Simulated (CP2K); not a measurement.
Consider 3-fluorothiophene at its PBE geometry (Å).

```xyz
9

F    -1.6894   -1.4973    0.4044
C    -0.7752   -0.5212    0.1459
C     0.6202   -0.7822    0.1421
C     1.3286    0.3638   -0.1371
S     0.2936    1.7142   -0.3857
C    -1.1245    0.7801   -0.1215
H     1.0581   -1.7580    0.3333
H     2.4045    0.4855   -0.2098
H    -2.1158    1.2151   -0.1716
```

Method: CP2K XAS_TDP, all-electron GAPW, PBEh(45%), aug-cc-pVDZ, TDA, GW2X-corrected core level, no relativity.

**Question.** Predict the bright core excitations at the F K edge.

Leading lines: F1 689.61 eV. The leading line of an atom is its first one with 35 % of the strongest within 2.5 eV of its lowest line over the strength cut. Core ionisation energies at this level: F1 692.56 eV.

The first six lines of each atom with a strength over 0.0015:

```csv
atom,energy (eV),states,"strength, one atom",above the computed threshold
F1 (bonded to C),689.61,1,0.0273,
,689.91,1,0.0044,
,691.14,1,0.0056,
,691.52,1,0.0031,
,692.08,1,0.0036,
,692.66,1,0.0029,yes
```

Lines are vertical, at one geometry, with no vibrational structure. GW2X ionisation energies and lines can be off by 1 to 2 eV either way, and a good line position may hide errors that cancel. These values hold no scalar relativity, about 0.7 eV for F 1s. Rydberg lines, and the discretised continuum above threshold, depend on the basis and the box.

[Banner, clock and machine lines of the logs are left out without a mark of their own.]

[Logs are printed without paths, hosts, clocks, repeated set-up lines and the standing remarks that a program may print on its own settings, such as how far it seeks lower states.]

[Hosts, paths, dates, database ids (printed as entryN), source tags and the programs' standing remarks are cut or masked in the printed files.]
